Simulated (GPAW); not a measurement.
Records of electronic-structure calculations.

```json
{"subject": "Bi2SO2 (Pnnm): G0W0 with GPAW, start to end", "lattice_ang": [[3.8773, 0.0, 0.0], [0.0, 11.9637, 0.0], [0.0, 0.0, 3.8426]], "atoms": [["Bi", 0.4193, 0.8561, 0.5], ["Bi", 0.5807, 0.1439, 0.5], ["Bi", 0.9193, 0.6439, 0.0], ["Bi", 0.0807, 0.3561, 0.0], ["S", 0.0, 0.0, 0.0], ["S", 0.5, 0.5, 0.5], ["O", 0.441, 0.7491, 0.0], ["O", 0.559, 0.2509, 0.0], ["O", 0.941, 0.7509, 0.5], ["O", 0.059, 0.2491, 0.5]], "method": "DFT, LDA, plane waves, PAW (and 1 further level or step)", "program": "GPAW 26.7.0", "settings_of_one_run": "cutoff 600 eV, GPAW PAW setups 1.2.1 data release, 4×1×4 k-mesh, nbands 609", "cost": "3 runs, 9.6 min in all on 4 MPI ranks of AMD EPYC 9R14 (Zen 4), shared host (the runs of this entry)", "notes": "The cell and positions are those that the Materials Project relaxed with its own functionals (PBE, PBE+U or r2SCAN), kept fixed. Limits: no spin-orbit coupling. Bands and cutoff are finite, so the gap is not at the basis limit. The miss can reach some tenths of an eV and take either sign; the mesh is an error of its own. The 4×1×4 mesh is coarse for this cell, which bears on the long-range parts of exchange and screening.", "results": {"lda_gap": "0.74 eV, indirect", "g0w0_gap_on_the_mesh": "1.12 eV", "gw_settings": "4×1×4 mesh, 278 bands, screening to 78 eV, Godby-Needs plasmon pole", "known_limits": "not at the basis limit; no spin-orbit coupling; coarse k mesh"}}
```

[Paths, hosts, dates, memory and timing lines, banners, echoed tables and standing remarks are left out of the program output.]

[Logs are printed without paths, hosts, clocks, repeated set-up lines and the standing remarks that a program may print on its own settings, such as how far it seeks lower states.]

[Runs of the session that timed out or met a known fault of the program may be left out.]

[Hosts, paths, dates, database ids (printed as entryN), source tags and the programs' standing remarks are cut or masked in the printed files.]
